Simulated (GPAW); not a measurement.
## STM contrast on TaSi2As4 monolayer

Wanted: filled- and empty-state images of TaSi2As4 monolayer, with its work function.

Calculated with GPAW 26.7.0; GPAW, PAW setups; layer in a repeated cell with vacuum, relaxation of atoms and in-plane cell, in the first sound run; inputs show where later runs differ.

### 1. Set-up

The cell holds 7 atoms: 4 As, 2 Si and 1 Ta. Cell: a = 3.630 Å, b = 3.630 Å, c = 23.389 Å, α = 90.0°, β = 90.0°, γ = 120.0°. Vacuum lies along c.

Structure file:

```cif
data_structure
_symmetry_space_group_name_H-M 'P 1'
_symmetry_Int_Tables_number 1
_cell_length_a 3.6300
_cell_length_b 3.6300
_cell_length_c 23.3885
_cell_angle_alpha 90.000
_cell_angle_beta 90.000
_cell_angle_gamma 120.000
_cell_volume 266.90
loop_
_atom_site_label
_atom_site_type_symbol
_atom_site_fract_x
_atom_site_fract_y
_atom_site_fract_z
_atom_site_occupancy
As1 As 0.00000 0.00000 0.29929 1
Si2 Si 0.33333 0.66667 0.33187 1
As3 As 0.33333 0.66667 0.42722 1
Ta4 Ta 0.00000 0.00000 0.50000 1
As5 As 0.33333 0.66667 0.57278 1
Si6 Si 0.33333 0.66667 0.66813 1
As7 As 0.00000 0.00000 0.70071 1
```

### 2. Relaxation

The atoms are relaxed first, since the surface dipole, and with it the work function, follows the positions of the outer layers.

run.py

```python
import json
import numpy as np
from ase import Atoms
from ase.filters import FrechetCellFilter
from ase.optimize import BFGS
from gpaw import GPAW, PW

slab = Atoms(
    ['As', 'Si', 'As', 'Ta', 'As', 'Si', 'As'],
    positions=[
        [0.00000, 0.00000, 7.00000],
        [-0.00000, 2.09578, 7.76197],
        [-0.00000, 2.09578, 9.99197],
        [0.00000, 0.00000, 11.69423],
        [-0.00000, 2.09578, 13.39650],
        [-0.00000, 2.09578, 15.62650],
        [0.00000, 0.00000, 16.38847]],
    cell=[[3.63, 0.0, 0.0], [-1.815, 3.14367, 0.0], [0.0, 0.0, 23.3885]],
    pbc=[True, True, True],
    magmoms=[0.0, 0.0, 0.0, 1.0, 0.0, 0.0, 0.0])

slab.calc = GPAW(mode=PW(600), xc='PBE', kpts={'size': (9, 9, 1), 'gamma': True},
                 occupations={'name': 'fermi-dirac', 'width': 0.05}, nbands='200%',
                 convergence={'density': 1e-05}, maxiter=200,
                 symmetry={'tolerance': 1e-3}, txt='slab.txt')
result = {}
# The in-plane cell is free; stress needs a cell that repeats along all three vectors
path = []
opt = BFGS(FrechetCellFilter(slab, mask=[1, 1, 0, 0, 0, 1]), maxstep=0.2)
opt.attach(lambda: path.append((slab.get_potential_energy(), slab.positions.tolist(), slab.get_forces().tolist())))
result['relaxed'] = bool(opt.run(fmax=0.02, steps=45))
result['path'] = path
result['cell'] = slab.cell.tolist()
print('in-plane lattice', slab.cell.cellpar().round(4)[[0, 1, 5]])
energy = slab.get_potential_energy()
fermi = slab.calc.get_fermi_level()
v = slab.calc.get_electrostatic_potential().mean((0, 1)) - fermi
n = slab.calc.get_pseudo_density().mean((0, 1))
L = slab.cell[2, 2]
z = np.arange(len(v)) * L / len(v)
low, high = slab.positions[:, 2].min(), slab.positions[:, 2].max()
below, above = np.interp([low - 4.8, high + 4.8], z, v)
slopes = [np.interp(x, z, np.gradient(v, z)) for x in (low - 4.8, high + 4.8)]
eps = np.array([[slab.calc.get_eigenvalues(k, s) for k in range(len(slab.calc.get_ibz_k_points()))]
                for s in range(slab.calc.get_number_of_spins())]) - fermi
top, bottom = eps[eps < 0].max(), eps[eps > 0].min()
dipole = slab.get_dipole_moment()[2]
print(f'energy {energy:.4f} eV, Fermi level {fermi:.4f} eV, dipole {dipole:.5f} e A')
print(f'potential 4.8 A off the faces, from the Fermi level: lower {below:.4f} eV, upper {above:.4f} eV')
print(f'slope of the potential there: lower {slopes[0]:.5f}, upper {slopes[1]:.5f} eV/A')
print(f'nearest levels on the mesh: {top:.4f} and {bottom:.4f} eV')
print('magnetic moment', round(slab.get_magnetic_moment(), 3))
result.update(energy=energy, fermi=fermi, dipole=dipole, below=below, above=above, slopes=slopes, edges=[top, bottom],
              z=z.tolist(), v=v.tolist(), n=n.tolist(), positions=slab.positions.tolist(),
              forces=slab.get_forces(apply_constraint=False).tolist(), moments=slab.get_magnetic_moments().tolist())
json.dump(result, open('result.json', 'w'))
```

Started as:

```console
OMP_NUM_THREADS=1 OPENBLAS_NUM_THREADS=1 python run.py
```

Log:

```text
Step          Energy          fmax
BFGS:    0      -38.443541        3.357424
BFGS:    1      -39.102055        2.802724
BFGS:    2      -40.145693        0.620284
BFGS:    3      -40.175165        0.280222
BFGS:    4      -40.182010        0.256269
BFGS:    5      -40.223518        0.154006
BFGS:    6      -40.225658        0.074690
BFGS:    7      -40.226074        0.068106
BFGS:    8      -40.226460        0.067026
BFGS:    9      -40.227356        0.062843
BFGS:   10      -40.228404        0.070682
BFGS:   11      -40.229113        0.045829
BFGS:   12      -40.229291        0.016983
in-plane lattice [  3.6873   3.6873 120.    ]
energy -40.2178 eV, Fermi level 1.1821 eV, dipole -0.00082 e A
potential 4.8 A off the faces, from the Fermi level: lower 4.9067 eV, upper 4.9083 eV
slope of the potential there: lower -0.00062, upper -0.00027 eV/A
nearest levels on the mesh: -0.0827 and 0.0549 eV
magnetic moment -0.0
```

Elapsed: 35 min, on 1 thread of Intel Xeon Platinum 8488C (Sapphire Rapids), shared host; peak memory 0.87 GiB.

Numbers from this step:

- dipole along the normal: -8.25e-4 e·Å
- levels nearest the Fermi level on the mesh: -0.08273, 0.05489 eV from the Fermi level
- sum of the site moments: 0 μB

The electrostatic potential energy of an electron (without an applied field's), less the Fermi level, planar mean oscillates, so the rows of the table below give means over windows of 1.73 Å about each position, cut where the curve ends. Its maxima inside the range that stand out by 2 % of the span (Å: eV): 7.3: -9.50, 9.0: 2.14, 10.8: -5.56, 12.6: -5.56, 14.4: 2.14, 16.1: -9.49. Its minima: 6.8: -14.1, 7.7: -11.1, 10.2: -12.3, 11.7: -16.6, 13.2: -12.3, 15.7: -11.1, 16.6: -14.1.

Table of electrostatic potential energy of an electron (without an applied field's), less the Fermi level, planar mean by z; means over each step:

z (Å), electrostatic potential energy of an electron (without an applied field's), less the Fermi level, planar mean (eV) and a bar from the least value:
```
     0.86        4.9 ##############################
     2.59        4.9 ##############################
     4.32        4.8 ##############################
     6.05       -3.8 #############
     7.78       -7.8 ######
     9.51       -3.6 ##############
    11.24      -10.8 
    12.97       -8.1 #####
    14.70       -1.7 #################
    16.43      -10.4 #
    18.16        3.3 ###########################
    19.89        4.9 ##############################
    21.62        4.9 ##############################
```

The pseudo valence density, planar mean oscillates, so the rows of the table below give means over windows of 1 Å about each position, cut where the curve ends. Its maxima inside the range that stand out by 2 % of the span (Å: e/Å³): 6.2: 0.254, 7.3: 0.381, 9.7: 0.245, 11.6: 0.981, 13.7: 0.245, 16.1: 0.381, 17.2: 0.254. Its minima: 6.6: 0.182, 8.8: 0.123, 10.0: 0.177, 13.3: 0.177, 14.6: 0.123, 16.8: 0.182.

Pseudo valence density, planar mean against z; means over each step:

| z (Å) | pseudo valence density, planar mean (e/Å³) |
| --- | --- |
| 3 | 8.0e-5 |
| 4 | 0.00134 |
| 5 | 0.0227 |
| 6 | 0.176 |
| 7 | 0.295 |
| 8 | 0.204 |
| 9 | 0.145 |
| 10 | 0.224 |
| 11 | 0.492 |
| 12 | 0.713 |
| 13 | 0.276 |
| 14 | 0.183 |
| 15 | 0.157 |
| 16 | 0.310 |
| 17 | 0.219 |
| 18 | 0.0612 |
| 19 | 0.00411 |
| 20 | 2.4e-4 |
| 21 | 1.4e-5 |

The relaxation lowered the energy of the cell by 1.79 eV (energies extrapolated to zero smearing; the optimiser's log prints free energies). The largest force left on a free atom is 0.017 eV/Å.

### 3. Plane waves, PBE

With the geometry fixed, the planar mean of the potential gives the vacuum level on each side.

This step: GPAW, PAW setups; slab in vacuum (GPAW 26.7.0).

The cell differs from the one that the last finished run ended in (c 23.389 → 24.018 Å).

run.py

```python
import json
import numpy as np
from ase import Atoms
from ase.dft.stm import STM
from gpaw import GPAW, PW

slab = Atoms(
    ['As', 'Si', 'As', 'Ta', 'As', 'Si', 'As'],
    positions=[
        [-0.00000, -0.00000, 7.00000],
        [-0.00000, 2.12884, 8.09811],
        [-0.00000, 2.12884, 10.48022],
        [-0.00000, 0.00000, 12.00917],
        [-0.00000, 2.12884, 13.53813],
        [-0.00000, 2.12884, 15.92024],
        [-0.00000, 0.00000, 17.01835]],
    cell=[[3.68726, -0.0, 0.0], [-1.84363, 3.19326, 0.0], [0.0, 0.0, 24.0183]],
    pbc=[True, True, False],
    magmoms=[0.0, 0.0, 0.0, 1.0, 0.0, 0.0, 0.0])

slab.calc = GPAW(mode=PW(400), xc='PBE', kpts={'size': (9, 9, 1), 'gamma': True},
                 occupations={'name': 'fermi-dirac', 'width': 0.05}, nbands='200%',
                 convergence={'density': 1e-05}, maxiter=200,
                 poissonsolver={'dipolelayer': 'xy'},
                 symmetry={'tolerance': 1e-3}, txt='slab.txt')
result = {}
energy = slab.get_potential_energy()
fermi = slab.calc.get_fermi_level()
v = slab.calc.get_electrostatic_potential().mean((0, 1)) - fermi
n = slab.calc.get_pseudo_density().mean((0, 1))
L = slab.cell[2, 2]
z = np.arange(len(v)) * L / len(v)
low, high = slab.positions[:, 2].min(), slab.positions[:, 2].max()
below, above = np.interp([low - 4.8, high + 4.8], z, v)
slopes = [np.interp(x, z, np.gradient(v, z)) for x in (low - 4.8, high + 4.8)]
eps = np.array([[slab.calc.get_eigenvalues(k, s) for k in range(len(slab.calc.get_ibz_k_points()))]
                for s in range(slab.calc.get_number_of_spins())]) - fermi
top, bottom = eps[eps < 0].max(), eps[eps > 0].min()
dipole = slab.get_dipole_moment()[2]
print(f'energy {energy:.4f} eV, Fermi level {fermi:.4f} eV, dipole {dipole:.5f} e A')
print(f'potential 4.8 A off the faces, from the Fermi level: lower {below:.4f} eV, upper {above:.4f} eV')
print(f'slope of the potential there: lower {slopes[0]:.5f}, upper {slopes[1]:.5f} eV/A')
print(f'nearest levels on the mesh: {top:.4f} and {bottom:.4f} eV')
print('magnetic moment', round(slab.get_magnetic_moment(), 3))
result.update(energy=energy, fermi=fermi, dipole=dipole, below=below, above=above, slopes=slopes, edges=[top, bottom],
              z=z.tolist(), v=v.tolist(), n=n.tolist(), positions=slab.positions.tolist(),
              forces=slab.get_forces(apply_constraint=False).tolist(), moments=slab.get_magnetic_moments().tolist())

# Images need the states of the whole zone, up to time reversal
slab.calc = slab.calc.fixed_density(symmetry={'point_group': False}, txt='states.txt', nbands='290%',
                                    convergence={'bands': 'CBM+1.3'})
stm = STM(slab)
result['stm'] = []
for bias in [-1.0, 1.0]:
    height = high + 3.0
    current = stm.get_averaged_current(bias, height)
    x, y, h = stm.scan(bias, current)
    i, f = divmod(height / L * stm.ldos.shape[2], 1)
    I = abs((1 - f) * stm.ldos[:, :, int(i)] + f * stm.ldos[:, :, int(i) + 1])
    print(f'bias {bias} V: mean current at 3.0 A {current:.4e}, corrugation {np.ptp(h):.4f} A')
    result['stm'].append(dict(bias=bias, current=current, h=(h - high).tolist(), I=I.tolist()))
json.dump(result, open('result.json', 'w'))
```

Log:

```text
energy -40.2047 eV, Fermi level 1.0225 eV, dipole 0.00086 e A
potential 4.8 A off the faces, from the Fermi level: lower 4.9153 eV, upper 4.8996 eV
slope of the potential there: lower -0.00017, upper 0.00017 eV/A
nearest levels on the mesh: -0.0827 and 0.0549 eV
magnetic moment 0.0
bias -1.0 V: mean current at 3.0 A 2.6480e-05, corrugation 0.7078 A
bias 1.0 V: mean current at 3.0 A 3.6679e-05, corrugation 0.2827 A
```

Run time: 5.6 min. Hardware: 1 thread; peak memory 0.84 GiB.

This step gave:

* dipole along the normal: 8.64e-4 e·Å
* levels nearest the Fermi level on the mesh: -0.08267, 0.05488 eV from the Fermi level
* upper work function: 4.900 eV
* lower work function: 4.915 eV
* corrugation -1: 0.7078 Å
* corrugation 1: 0.2827 Å

Table of electrostatic potential energy of an electron (without an applied field's), less the Fermi level, planar mean by z:

| z (Å) | electrostatic potential energy of an electron (without an applied field's), less the Fermi level, planar mean (eV) |
| --- | --- |
| 0.0 | 4.91 |
| 0.5 | 4.92 |
| 1.0 | 4.92 |
| 1.5 | 4.92 |
| 2.0 | 4.92 |
| 2.5 | 4.92 |
| 3.0 | 4.91 |
| 3.5 | 4.91 |
| 4.0 | 4.91 |
| 4.5 | 4.88 |
| 5.0 | 4.76 |
| 5.5 | 4.29 |
| 6.0 | 2.39 |
| 6.5 | -4.40 |
| 7.0 | -13.9 |
| 7.5 | -9.88 |
| 8.0 | -11.0 |
| 8.5 | -5.52 |
| 9.0 | 1.01 |
| 9.5 | 1.71 |
| 10.0 | -4.30 |
| 10.5 | -12.4 |
| 11.0 | -6.39 |
| 11.5 | -9.01 |
| 12.0 | -16.5 |
| 12.5 | -9.36 |
| 13.0 | -6.21 |
| 13.5 | -12.3 |
| 14.0 | -4.69 |
| 14.5 | 1.63 |
| 15.0 | 1.13 |
| 15.5 | -5.20 |
| 16.0 | -11.1 |
| 16.5 | -9.79 |
| 17.0 | -14.0 |
| 17.5 | -4.81 |
| 18.0 | 2.24 |
| 18.5 | 4.24 |
| 19.0 | 4.74 |
| 19.5 | 4.86 |
| 20.0 | 4.89 |
| 20.5 | 4.90 |
| 21.0 | 4.90 |
| 21.5 | 4.90 |
| 22.0 | 4.90 |
| 22.5 | 4.90 |
| 23.0 | 4.90 |
| 23.5 | 4.90 |

The pseudo valence density, planar mean oscillates, so the rows of the table below give means over windows of 1 Å about each position, cut where the curve ends. Its maxima inside the range that stand out by 2 % of the span (Å: e/Å³): 6.6: 0.249, 7.5: 0.386, 10.1: 0.245, 12.0: 1.01, 13.9: 0.245, 16.5: 0.386, 17.4: 0.249. Its minima: 6.9: 0.190, 9.2: 0.123, 10.5: 0.176, 13.5: 0.176, 14.8: 0.123, 17.2: 0.190.

Pseudo valence density, planar mean against z; means over each step:

| z (Å) | pseudo valence density, planar mean (e/Å³) |
| --- | --- |
| 3 | 3.4e-5 |
| 4 | 5.5e-4 |
| 5 | 0.00978 |
| 6 | 0.117 |
| 7 | 0.256 |
| 8 | 0.265 |
| 9 | 0.141 |
| 10 | 0.200 |
| 11 | 0.354 |
| 12 | 0.785 |
| 13 | 0.360 |
| 14 | 0.201 |
| 15 | 0.141 |
| 16 | 0.262 |
| 17 | 0.258 |
| 18 | 0.121 |
| 19 | 0.0102 |
| 20 | 5.9e-4 |
| 21 | 3.6e-5 |

Tip height over the top atom over a1 and a2. Sample bias -1 V, constant current at the mean current 3.0 Å over the top atom.

Ten even steps from '_' (2.57 Å) to '@' (3.28 Å):
```
@@@@@@%%##**==--::::--==**##%%@@@@@@
@@@@%%##**++==--::--==++**##%%@@@@@@
%%%%##**++==--::::--==++**##%%%%@@@@
####**++==--::..::--==++**####%%%%%%
##**++==--::....::--==++**##########
++====--::......::--====++**********
==----::........::----====++++++++==
--::::::::::::::::::------======----
::::------------::::::::::::::::::::
----==========----::..............::
====++++++++====--::..________..::--
++**********++==--::..______..::--==
############**++==::..____..::==++**
##%%%%%%####**++==::..__..::==++**##
%%@@@@%%%%##**++==::....::==++**##%%
@@@@@@@@%%##**++--::..::--++**##%%@@
@@@@@@@@%%##**==--::::--==**##%%@@@@
@@@@@@%%####++==--::--==++####%%@@@@
```
Columns: a1 from 0 to 0.944; rows upwards: a2 from 0 to 0.944.

Local density of states summed over the bias window over a1 and a2. Sample bias -1 V, constant height 3.0 Å over the top atom.

Ten even steps from '0' (1.02 × 1e-5 arbitrary) to '9' (6.27 × 1e-5 arbitrary):
```
997643210012346799
876532110112356789
765421100112456777
543211000112345666
432110000112344554
221100000112233333
111000000111222222
100000000011111111
001111110000000000
111111111000000000
122222211000000001
233433221000000012
445544321000000123
566654321000001234
777765321000012356
898765321000123567
999764321001234679
998754211011245789
```
Columns: a1 from 0 to 0.944; rows upwards: a2 from 0 to 0.944.

Tip height over the top atom over a1 and a2. Sample bias 1 V, constant current at the mean current 3.0 Å over the top atom.

Ten even steps from '0' (2.87 Å) to '9' (3.15 Å):
```
998865321123568899
988754211124578899
887542100124578888
765421000124567888
654210000124566776
432100000123455555
321000000123344443
111000001112222222
111111111111111111
122222221110000011
334444332100000012
455555432100000123
667766542100001245
788876542100012456
888887542100124578
999887542111245788
999886532112356889
999876431113467899
```
Columns: a1 from 0 to 0.944; rows upwards: a2 from 0 to 0.944.

Local density of states summed over the bias window over a1 and a2. Sample bias 1 V, constant height 3.0 Å over the top atom.

Ten even steps from '0' (2.89 × 1e-5 arbitrary) to '9' (5.39 × 1e-5 arbitrary):
```
997653210012356799
876532100012356789
765421000012456788
653210000012356666
432100000012345555
321000000012334443
110000000011222222
100000000011111111
000000000000000000
111111111000000000
122222211000000001
333433321000000012
455554321000000123
666665421000001245
777765421000012456
898865421000124568
999865321001235689
998764311011346789
```
Columns: a1 from 0 to 0.944; rows upwards: a2 from 0 to 0.944.

The potential is flat to 1.7e-4 eV/Å where it is read, so the vacuum is wide enough.

### 4. A changed run

One more run, with changed settings.

run.py

```python
import json
import numpy as np
from ase import Atoms
from gpaw import GPAW, PW

slab = Atoms(
    ['As', 'Si', 'As', 'Ta', 'As', 'Si', 'As'],
    positions=[
        [-0.00000, -0.00000, 7.00000],
        [-0.00000, 2.12884, 8.09811],
        [-0.00000, 2.12884, 10.48022],
        [-0.00000, 0.00000, 12.00917],
        [-0.00000, 2.12884, 13.53813],
        [-0.00000, 2.12884, 15.92024],
        [-0.00000, 0.00000, 17.01835]],
    cell=[[3.68726, -0.0, 0.0], [-1.84363, 3.19326, 0.0], [0.0, 0.0, 24.0183]],
    pbc=[True, True, False],
    magmoms=[0.0, 0.0, 0.0, 1.0, 0.0, 0.0, 0.0])

slab.calc = GPAW(mode=PW(400), xc='PBE', kpts={'size': (9, 9, 1), 'gamma': True},
                 occupations={'name': 'fermi-dirac', 'width': 0.05}, nbands='200%',
                 convergence={'density': 1e-05}, maxiter=100,
                 poissonsolver={'dipolelayer': 'xy'},
                 symmetry={'tolerance': 1e-3}, txt='slab.txt')
result = {}
energy = slab.get_potential_energy()
fermi = slab.calc.get_fermi_level()
v = slab.calc.get_electrostatic_potential().mean((0, 1)) - fermi
n = slab.calc.get_pseudo_density().mean((0, 1))
L = slab.cell[2, 2]
z = np.arange(len(v)) * L / len(v)
low, high = slab.positions[:, 2].min(), slab.positions[:, 2].max()
below, above = np.interp([low - 1.0, high + 1.0], z, v)
slopes = [np.interp(x, z, np.gradient(v, z)) for x in (low - 1.0, high + 1.0)]
eps = np.array([[slab.calc.get_eigenvalues(k, s) for k in range(len(slab.calc.get_ibz_k_points()))]
                for s in range(slab.calc.get_number_of_spins())]) - fermi
top, bottom = eps[eps < 0].max(), eps[eps > 0].min()
dipole = slab.get_dipole_moment()[2]
print(f'energy {energy:.4f} eV, Fermi level {fermi:.4f} eV, dipole {dipole:.5f} e A')
print(f'potential 1.0 A off the faces, from the Fermi level: lower {below:.4f} eV, upper {above:.4f} eV')
print(f'slope of the potential there: lower {slopes[0]:.5f}, upper {slopes[1]:.5f} eV/A')
print(f'nearest levels on the mesh: {top:.4f} and {bottom:.4f} eV')
print('magnetic moment', round(slab.get_magnetic_moment(), 3))
result.update(energy=energy, fermi=fermi, dipole=dipole, below=below, above=above, slopes=slopes, edges=[top, bottom],
              z=z.tolist(), v=v.tolist(), n=n.tolist(), positions=slab.positions.tolist(),
              forces=slab.get_forces(apply_constraint=False).tolist(), moments=slab.get_magnetic_moments().tolist())
json.dump(result, open('result.json', 'w'))
```

Log:

```text
energy -40.2047 eV, Fermi level 1.0225 eV, dipole 0.00086 e A
potential 1.0 A off the faces, from the Fermi level: lower 2.3934 eV, upper 2.3780 eV
slope of the potential there: lower -7.02586, upper 7.02503 eV/A
nearest levels on the mesh: -0.0827 and 0.0549 eV
magnetic moment 0.0
```

Elapsed: 2 min, on 1 thread; peak memory 0.33 GiB.

The run finished. A setting was moved off its sound value on purpose, so it serves as a test and not as the result.

The fault put into the input: the potential probed 1 A off the face (probe = 1.0).

### 5. Summary of results

```yaml
work_function_upper_and_lower_face: 4.900 and 4.915 eV
dipole_along_the_normal: 8.6e-4 e Å
corrugation_at_minus_1_v: 0.708 Å
corrugation_at_1_v: 0.283 Å
```

In words: The corrugation at constant current is largest at -1 V, where the tip height varies by 0.71 Å over the cell. Negative sample bias images filled states, positive bias empty ones. The images are of Tersoff-Hamann type: an s-wave tip, no tip-sample forces, heights closer than in a microscope. The small printed dipole stands for a step of -13 meV from the lower to the upper face, and the probes find -16 meV; values this small are near the numerical noise of both. One magnetic start was tried; another order may lie lower. The layer's cell and atoms come from the relaxation; spin-orbit coupling and temperature are left out.

[Logs are printed without paths, hosts, clocks, repeated set-up lines and the standing remarks that a program may print on its own settings, such as how far it seeks lower states.]

[Hosts, paths, dates, database ids (printed as entryN), source tags and the programs' standing remarks are cut or masked in the printed files.]
